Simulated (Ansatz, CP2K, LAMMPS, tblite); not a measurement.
## 47In2O3-53ZnO (mol %) with crystalline order left by the classical run (65 atoms): one structure in several programs

Aim: run 47In2O3-53ZnO (mol %) with crystalline order left by the classical run (65 atoms) in several programs and set results and cost side by side. A plane-wave run serves as the reference.

Method: Kohn-Sham DFT, PBE, PAW, plane waves, in Ansatz 0.2.0.

## (1) Starting point

The cell holds 65 atoms: 18 In, 10 Zn and 37 O. Its edges and angles: a = 9.493 Å, b = 9.493 Å, c = 9.493 Å, α = 90.0°, β = 90.0°, γ = 90.0°. 65 atoms (18 Sc, 10 Zn, 37 O) placed at random at 4.13 g/cm³, melted at 5000 K for 10 ps at fixed volume with the Morse and Coulomb pair potential with partial charges (Pedone, Malavasi, Menziani, Cormack and Segre, J. Phys. Chem. B 110, 11780 (2006)). Quenched from 5000 K to 300 K at 100 K/ps and fixed volume, held 10 ps at zero pressure, then minimised at fixed cell. Then Sc was replaced by In and the cell scaled by 1.027 (the potential has no terms for the new elements, so the cell is a start for a DFT relaxation).

## (2) Reference: Ansatz, plane waves

The PAW files are the set soft_2.

input.yaml reads:

```yaml
crystal:
  lattice:
    - [9.49289, 0.0, 0.0]
    - [0.0, 9.49289, 0.0]
    - [0.0, 0.0, 9.49289]
  atoms:
    - { symbol: In, position: [0.15133, 0.1096, 0.33368] }
    - { symbol: In, position: [0.82388, 0.98184, 0.83832] }
    - { symbol: In, position: [0.33071, 0.22639, 0.67056] }
    - { symbol: In, position: [0.1517, 0.97024, 0.83034] }
    [... 55 atom lines left out ...]
    - { symbol: O, position: [0.81282, 0.71772, 0.16961] }
    - { symbol: O, position: [0.98716, 0.49169, 0.33554] }
    - { symbol: O, position: [0.15606, 0.24366, 0.51316] }
    - { symbol: O, position: [0.49439, 0.71928, 0.50193] }
    - { symbol: O, position: [0.14833, 0.25693, 0.15771] }
    - { symbol: O, position: [0.12934, 0.68846, 0.54026] }
kpoints:
  mp_grid: { grid: [1, 1, 1] }
hamiltonian:
  xc: pbe
scf:
  occupations: { method: fermi_dirac, width: 0.05 }
output:
  forces: true
  eigenvalues: true
  populations: true
  stress: true
```

On the command line:

```sh
$ ansatz run input.yaml --threads 4 --pin off --max-ram 8192MiB --backend cpu --events-out ev --progress --plain --runs-dir out
```

Output:

```text
[...]
Pseudopotentials: kind: paw
Pseudopotential: In, paw, valence charge 13, recommended cutoff 420 eV (normal), In.paw.azcp
Pseudopotential: Zn, paw, valence charge 12, recommended cutoff 420 eV (normal), Zn.paw.azcp
Pseudopotential: O, paw, valence charge 6, recommended cutoff 420 eV (normal), O.paw.azcp
[...]
Crystal: 65 atoms, lattice volume = 855.451 Å³
Basis set: ecut = 420 eV, 16831 PW (Γ), exchange–correlation on 128×128×128 points (8 copies of the dense FFT grid, shifted against one another)
Bands: 353, of which v1, the nominal top of the filled ones, is band 288 counted from 1 (287 counted from 0)
Symmetry: 1 space group operations
Space group: P1 (ITA 1), of the structure as read, at distance tolerance 9.5e-5 Å
k-points: 1
[...]
Initial density: superposition of atomic densities (neutral atoms: chi_scale 0, normalization atom), corrected by the library's trained network
Initial wavefunctions: pseudopotential atomic-orbital guess
[...]
SCF iter   1: F=—  HF=-154943.061576 eV  |F-HF|=—  |Δ(HF+E_count)|=         —  Δρ=3.10e-3  dr2=9.78e-2  ethr=1.77e-3  ⟨swp⟩=6.0  Hψ=1357  notcnv=0  defer=12
preconditioner: auto → Resta (q_TF=auto, 2.554 Å⁻¹)  ε∞=5.3  [insulator: Δε(μ)=0.597 eV  Ē_g=14.760 eV  σ=0.050 eV  W_gap=0.99  n_scr=250 (ndim 8)  ℏωp=30.5 eV  f_vac=0.063  D(μ)=0.23/eV (n_scr^D=0)  ε∞_Penn≈5.3]
[...]
SCF iter   9: F=—  HF=-154943.062387 eV  |F-HF|=—  |Δ(HF+E_count)|=   7.88e-7  Δρ=6.84e-6  dr2=3.76e-7  ethr=1.39e-10  ⟨swp⟩=2.0  Hψ=585  notcnv=0  defer=53
SCF iter  10: F=-154943.062388 eV  HF=-154943.062388 eV  |F-HF|=2.37e-8  |Δ(HF+E_count)|=   4.46e-8  Δρ=1.90e-6  dr2=3.82e-8  ethr=1.74e-11  ⟨swp⟩=10.0  Hψ=1854  notcnv=0
SCF 1 converged in 10 iterations: F = -154943.062388 eV  dr2 = 3.82e-8
[...]
SCF converged after 10 iterations
Free energy (F): -154943.062388 eV
Harris-Foulkes:  -154943.062388 eV  (|F-HF|=2.37e-8)
Internal energy: -154943.054478 eV  (E = F + TS)
E sigma→0 (E₀):  -154943.058433 eV
Entropy (-TS):   -0.007910 eV (-0.122 meV/atom)
Fermi energy:    8.235910 eV
--- Per-component energies (eV) ---
[...]
Σ components = -154943.062388   (vs F -154943.062388, Δ=0.00e0)
--- Forces (eV/Å), atoms counted from 1 ---
  atom   1  In    -0.40642513     0.47565764     0.25029951
  atom   2  In     0.28039250     0.26502747     0.01299820
  atom   3  In    -0.06304458     0.09598510     0.12019398
  atom   4  In    -0.51267173     0.17974073     0.05470282
[...]
atom  65  O      0.03335497     0.63322399     0.43020603
  max |Σ_I F_I| component: 4.30e-5 eV/Å
--- Stress (GPa, compression-positive) ---
        2.917037       0.638143       0.266547
        0.638144      -0.188675      -1.512523
        0.266547      -1.512523       3.416604
  P = ⅓ Tr σ = 2.0483 GPa (20.483 kbar)
--- Band table (eV) ---
  k-point 0: bands = ["-10.0577", "-9.8617", "-9.7954", "-9.7253", [... 337 levels ...], "16.9613", "17.0410", "17.1339", "17.2650", "17.2986", "17.3487", "17.3914", "17.4410", "17.5216", "17.5998", "17.7403", "17.8077"]
--- Löwdin populations: 65 sites ---
  site symbol       q [e]
     0     In     11.8303
     1     In     11.9438
     2     In     11.8727
[...]
64      O      6.9222
  spilling = 0.004859 (of n_electrons = 576.000000)
```

Run time: 15 s. Hardware: 4 threads of Arm Neoverse V1, shared host; peak memory 1.2 GiB; 52 s of CPU time.

Numbers from this run:

| Item | Value |
| --- | --- |
| free energy | -154943.0624 eV |
| free energy per atom | -2383.7394 eV/atom |
| SCF cycles | 10 |
| pressure | 2.048 GPa |
| r.m.s. force component | 0.347 eV/Å |
| longest force | 1.26 eV/Å |
| Fermi energy | 8.236 eV |
| gap (highest filled to lowest empty level) | 0.5071 eV |
| spilling of the projection | 0.004859 |

Neighbours are counted within 2.52 Å (O-In), 2.50 Å (O-Zn).

Length of the force by element and coordination:

| element | coordination | atoms | mean length of the force (eV/Å) | spread | least | most |
| --- | --- | --- | --- | --- | --- | --- |
| In | all | 18 | 0.414 | 0.207 | 0.0851 | 0.925 |
| In | 4 | 1 | 0.306 | 0 | 0.306 | 0.306 |
| In | 5 | 3 | 0.781 | 0.106 | 0.674 | 0.925 |
| In | 6 | 14 | 0.343 | 0.134 | 0.0851 | 0.546 |
| O | all | 37 | 0.674 | 0.252 | 0.0598 | 1.26 |
| O | 3 | 2 | 0.605 | 0.174 | 0.430 | 0.779 |
| O | 4 | 32 | 0.654 | 0.222 | 0.0598 | 1.18 |
| O | 5 | 3 | 0.925 | 0.407 | 0.352 | 1.26 |
| Zn | all | 10 | 0.206 | 0.0772 | 0.097 | 0.331 |
| Zn | 4 | 5 | 0.195 | 0.0822 | 0.097 | 0.331 |
| Zn | 5 | 4 | 0.245 | 0.0502 | 0.187 | 0.325 |
| Zn | 6 | 1 | 0.111 | 0 | 0.111 | 0.111 |

Löwdin charges by element and coordination (they lack the spilled electrons, 0.043 e an atom on average):

| element | coordination | atoms | mean charge (e) | spread | least | most |
| --- | --- | --- | --- | --- | --- | --- |
| In | all | 18 | 1.11 | 0.0293 | 1.06 | 1.17 |
| In | 4 | 1 | 1.14 | 0 | 1.14 | 1.14 |
| In | 5 | 3 | 1.15 | 0.025 | 1.11 | 1.17 |
| In | 6 | 14 | 1.10 | 0.0221 | 1.06 | 1.13 |
| O | all | 37 | -0.860 | 0.0773 | -1.04 | -0.740 |
| O | 3 | 2 | -0.801 | 0.02 | -0.821 | -0.781 |
| O | 4 | 32 | -0.863 | 0.0793 | -1.04 | -0.740 |
| O | 5 | 3 | -0.876 | 0.0598 | -0.948 | -0.802 |
| Zn | all | 10 | 1.47 | 0.0088 | 1.45 | 1.48 |
| Zn | 4 | 5 | 1.47 | 0.0106 | 1.45 | 1.48 |
| Zn | 5 | 4 | 1.46 | 0.0068 | 1.46 | 1.47 |
| Zn | 6 | 1 | 1.47 | 0 | 1.47 | 1.47 |

The levels nearest the highest filled one (over half full), pooled over k-points and spins:

| level less the highest filled one (eV) | occupation |
| --- | --- |
| -0.365 | 2 |
| -0.315 | 2 |
| -0.276 | 2 |
| -0.251 | 2 |
| -0.159 | 2.00 |
| 0 | 1.99 |
| 0.507 | 0.013 |
| 3.29 | 0 |
| 3.60 | 0 |
| 3.70 | 0 |
| 3.74 | 0 |
| 3.89 | 0 |

## (3) The other programs

The programs:
- CP2K 2026.2: Gaussian basis with GTH pseudopotentials and a plane-wave density; labels give functional, basis (MOLOPT sets; SR short-range, UZH the newer set with its own potentials), grid cutoff/relative cutoff and solver (OT: orbital transformation; TRS4, TC2, SIGN: linear-scaling purification with its sparsity filter), or its built-in tight binding.

All use the same cell and atoms; the electronic-structure runs use the same k-mesh, and an electronic temperature of 580 K (0.05 eV) where levels are smeared.

Differences are against the plane-wave reference, forces as r.m.s. over components; share is that over the reference's r.m.s. force, slope the least-squares factor from reference forces to these. Total energies of different programs have different zeros and aren't compared.

| run | Δ force, r.m.s. (meV/Å) | share (%) | slope | Δ pressure (GPa) | Δ gap (eV) | cores | CPU time | memory (GiB) |
| --- | --- | --- | --- | --- | --- | --- | --- | --- |
| reference | - | - | - | - | - | 4 | 52 s | 1.2 |
| CP2K PBE, DZVP-MOLOPT-SR, 280/50 Ry, OT DIIS (coarse) | 1013 | 292 | 1.039 | 2.97 | -0.043 | 2 | 19 min | 1.1 |
| CP2K PBE, DZVP-MOLOPT-SR, 800/50 Ry, OT DIIS | 55.6 | 16.0 | 1.114 | 2.21 | -0.0393 | 4 | 23 min | 4.4 |
| CP2K PBE, DZVP-MOLOPT-SR, 800/50 Ry, diagonalisation | 57.2 | 16.5 | 1.117 | 2.22 | -0.0291 | 4 | 8.6 min | 5.7 |
| CP2K PBE, SZV-MOLOPT-SR, 800/50 Ry, OT DIIS (coarse) | 252 | 72.7 | 1.514 | 10.4 | -0.373 | 2 | 13 min | 1.7 |

Rows marked coarse use a setting chosen to be so.

CPU time is summed over cores on a shared host, where runs went side by side, so it is rough. Symmetry, cutoffs, thresholds, outputs and thread counts weren't matched or tuned between programs; memory under MPI is the largest rank's times the ranks.

Left out of the table, since they converged to an unphysical state: CP2K GFN1-xTB, OT DIIS (forces off by up to 3.4 eV/Å).

Runs without a result: tblite GFN1-xTB (ended with an error: overlap matrix not positive definite); CP2K PBE, SZV-MOLOPT-SR, 800/50 Ry, SIGN filter 1e-05, SCF 1e-06 (cut off at its time limit of 6 min, the SCF not settling); CP2K PBE, SZV-MOLOPT-SR, 800/50 Ry, SIGN filter 1e-06, SCF 1e-06 (cut off at its time limit of 6 min, the SCF not settling); CP2K PBE, SZV-MOLOPT-SR, 800/50 Ry, SIGN filter 1e-04, SCF 1e-05 (cut off at its time limit of 6 min, the SCF not settling).

Mean charges by element (e), by run and scheme:

| run | scheme | In | Zn | O |
| --- | --- | --- | --- | --- |
| reference | Löwdin | +1.11 | +1.47 | -0.86 |
| CP2K PBE, DZVP-MOLOPT-SR, 800/50 Ry, OT DIIS | Mulliken | +0.94 | +0.63 | -0.63 |
| CP2K PBE, DZVP-MOLOPT-SR, 800/50 Ry, OT DIIS | Hirshfeld | +0.50 | +0.44 | -0.36 |
| CP2K PBE, DZVP-MOLOPT-SR, 800/50 Ry, diagonalisation | Mulliken | +0.94 | +0.63 | -0.63 |
| CP2K PBE, DZVP-MOLOPT-SR, 800/50 Ry, diagonalisation | Hirshfeld | +0.50 | +0.44 | -0.36 |

The reference's Löwdin charges lack the electrons that the projection spills, 0.043 e an atom on average.

Within one program, basis, potentials and functional, energies share a zero. Each run against its twin at the usual cutoff or grid and solver:

| run | twin | Δ energy (meV/atom) | Δ force, r.m.s. (meV/Å) | CPU time over the twin's |
| --- | --- | --- | --- | --- |
| CP2K PBE, DZVP-MOLOPT-SR, 280/50 Ry, OT DIIS | DZVP-MOLOPT-SR, 800/50 Ry, OT DIIS | -23.9 | 1015 | 0.82 (this twin ran on 4 cores) |
| CP2K PBE, DZVP-MOLOPT-SR, 800/50 Ry, diagonalisation | DZVP-MOLOPT-SR, 800/50 Ry, OT DIIS | -0.0282 | 3.33 | 0.37 |

## (4) What came out

| Quantity | Value |
| --- | --- |
| reference r.m.s. force component | 0.347 eV/Å |
| nearest in forces | a tie at 16 % of 2 runs: CP2K PBE, DZVP-MOLOPT-SR, 800/50 Ry, OT DIIS; CP2K PBE, DZVP-MOLOPT-SR, 800/50 Ry, diagonalisation |
| farthest in forces | CP2K PBE, DZVP-MOLOPT-SR, 280/50 Ry, OT DIIS (coarse), 292 % |
| cheapest electronic-structure run beside the reference | CP2K PBE, DZVP-MOLOPT-SR, 800/50 Ry, diagonalisation, 8.6 min of CPU time |

**Reading.** The PBE runs in local orbitals, coarse settings apart, differ by 16 % in each run; basis, grid and potentials can all enter. Runs with settings chosen to be coarse differ by 73 % (CP2K PBE, SZV-MOLOPT-SR, 800/50 Ry, OT DIIS) to 292 % (CP2K PBE, DZVP-MOLOPT-SR, 280/50 Ry, OT DIIS), their programs' other errors included. None of the electronic-structure runs in the table takes under half the reference's CPU time of 52 s; they take 9.9 to 27 times as much. CP2K PBE, DZVP-MOLOPT-SR, 800/50 Ry, diagonalisation stiffens the forces by a factor of 1.12 while following their directions (correlation 0.995). At the same functional, gaps differ from the reference's 0.507 eV by between -0.37 and -0.03 eV. In pressure, CP2K PBE, SZV-MOLOPT-SR, 800/50 Ry, OT DIIS misses by +10.4 GPa, at the same functional. Charges hang on scheme and program or settings: among these rows the mean for Zn runs from +0.44 to +1.47 e. In the reference: filled and empty levels are parted by 0.507 eV (at Γ alone); a semilocal functional tends to put such gaps too low. In a disordered cell it changes from sample to sample, and tail or defect levels can set it. In the reference: mean Löwdin charges: In +1.11, O -0.86, Zn +1.47 e (they miss 0.49 % of the electrons, so they add up to more than the cell's charge). The quench rate of 100 K/ps is many orders above laboratory rates, so the cell is likely richer in defects and strain than a real sample. The network of bonds at the start is that of the classical potential that made the cell, and needn't be the one that DFT or experiment would give. The reference's stress is far from hydrostatic: its diagonal is 2.9, -0.2, 3.4 GPa, compression counted positive. The reference's pressure of 2.0 GPa belongs to unrelaxed atoms and would change as they relax. The electronic-structure runs sample only Γ, in a cell whose shortest periodic width is 9 Å.

[Long decimals in the printed logs are rounded to 6 places.]

[Also dropped from logs without a mark: lines with file paths, logging warnings of Python, QE's lines on negative density and diagonalisation, SIESTA's first energy breakdown, zero terms and Voronoi charges.]

[Logs are printed without paths, hosts, clocks, repeated set-up lines and the standing remarks that a program may print on its own settings, such as how far it seeks lower states.]

[Hosts, paths, dates, database ids (printed as entryN), source tags and the programs' standing remarks are cut or masked in the printed files.]

[Not all failed runs are listed: runs killed by the host, ended in a Python traceback or in CONQUEST's support-function errors, and SIESTA runs with faulty potentials for Cu, Fe, Ni or Zn are left out.]
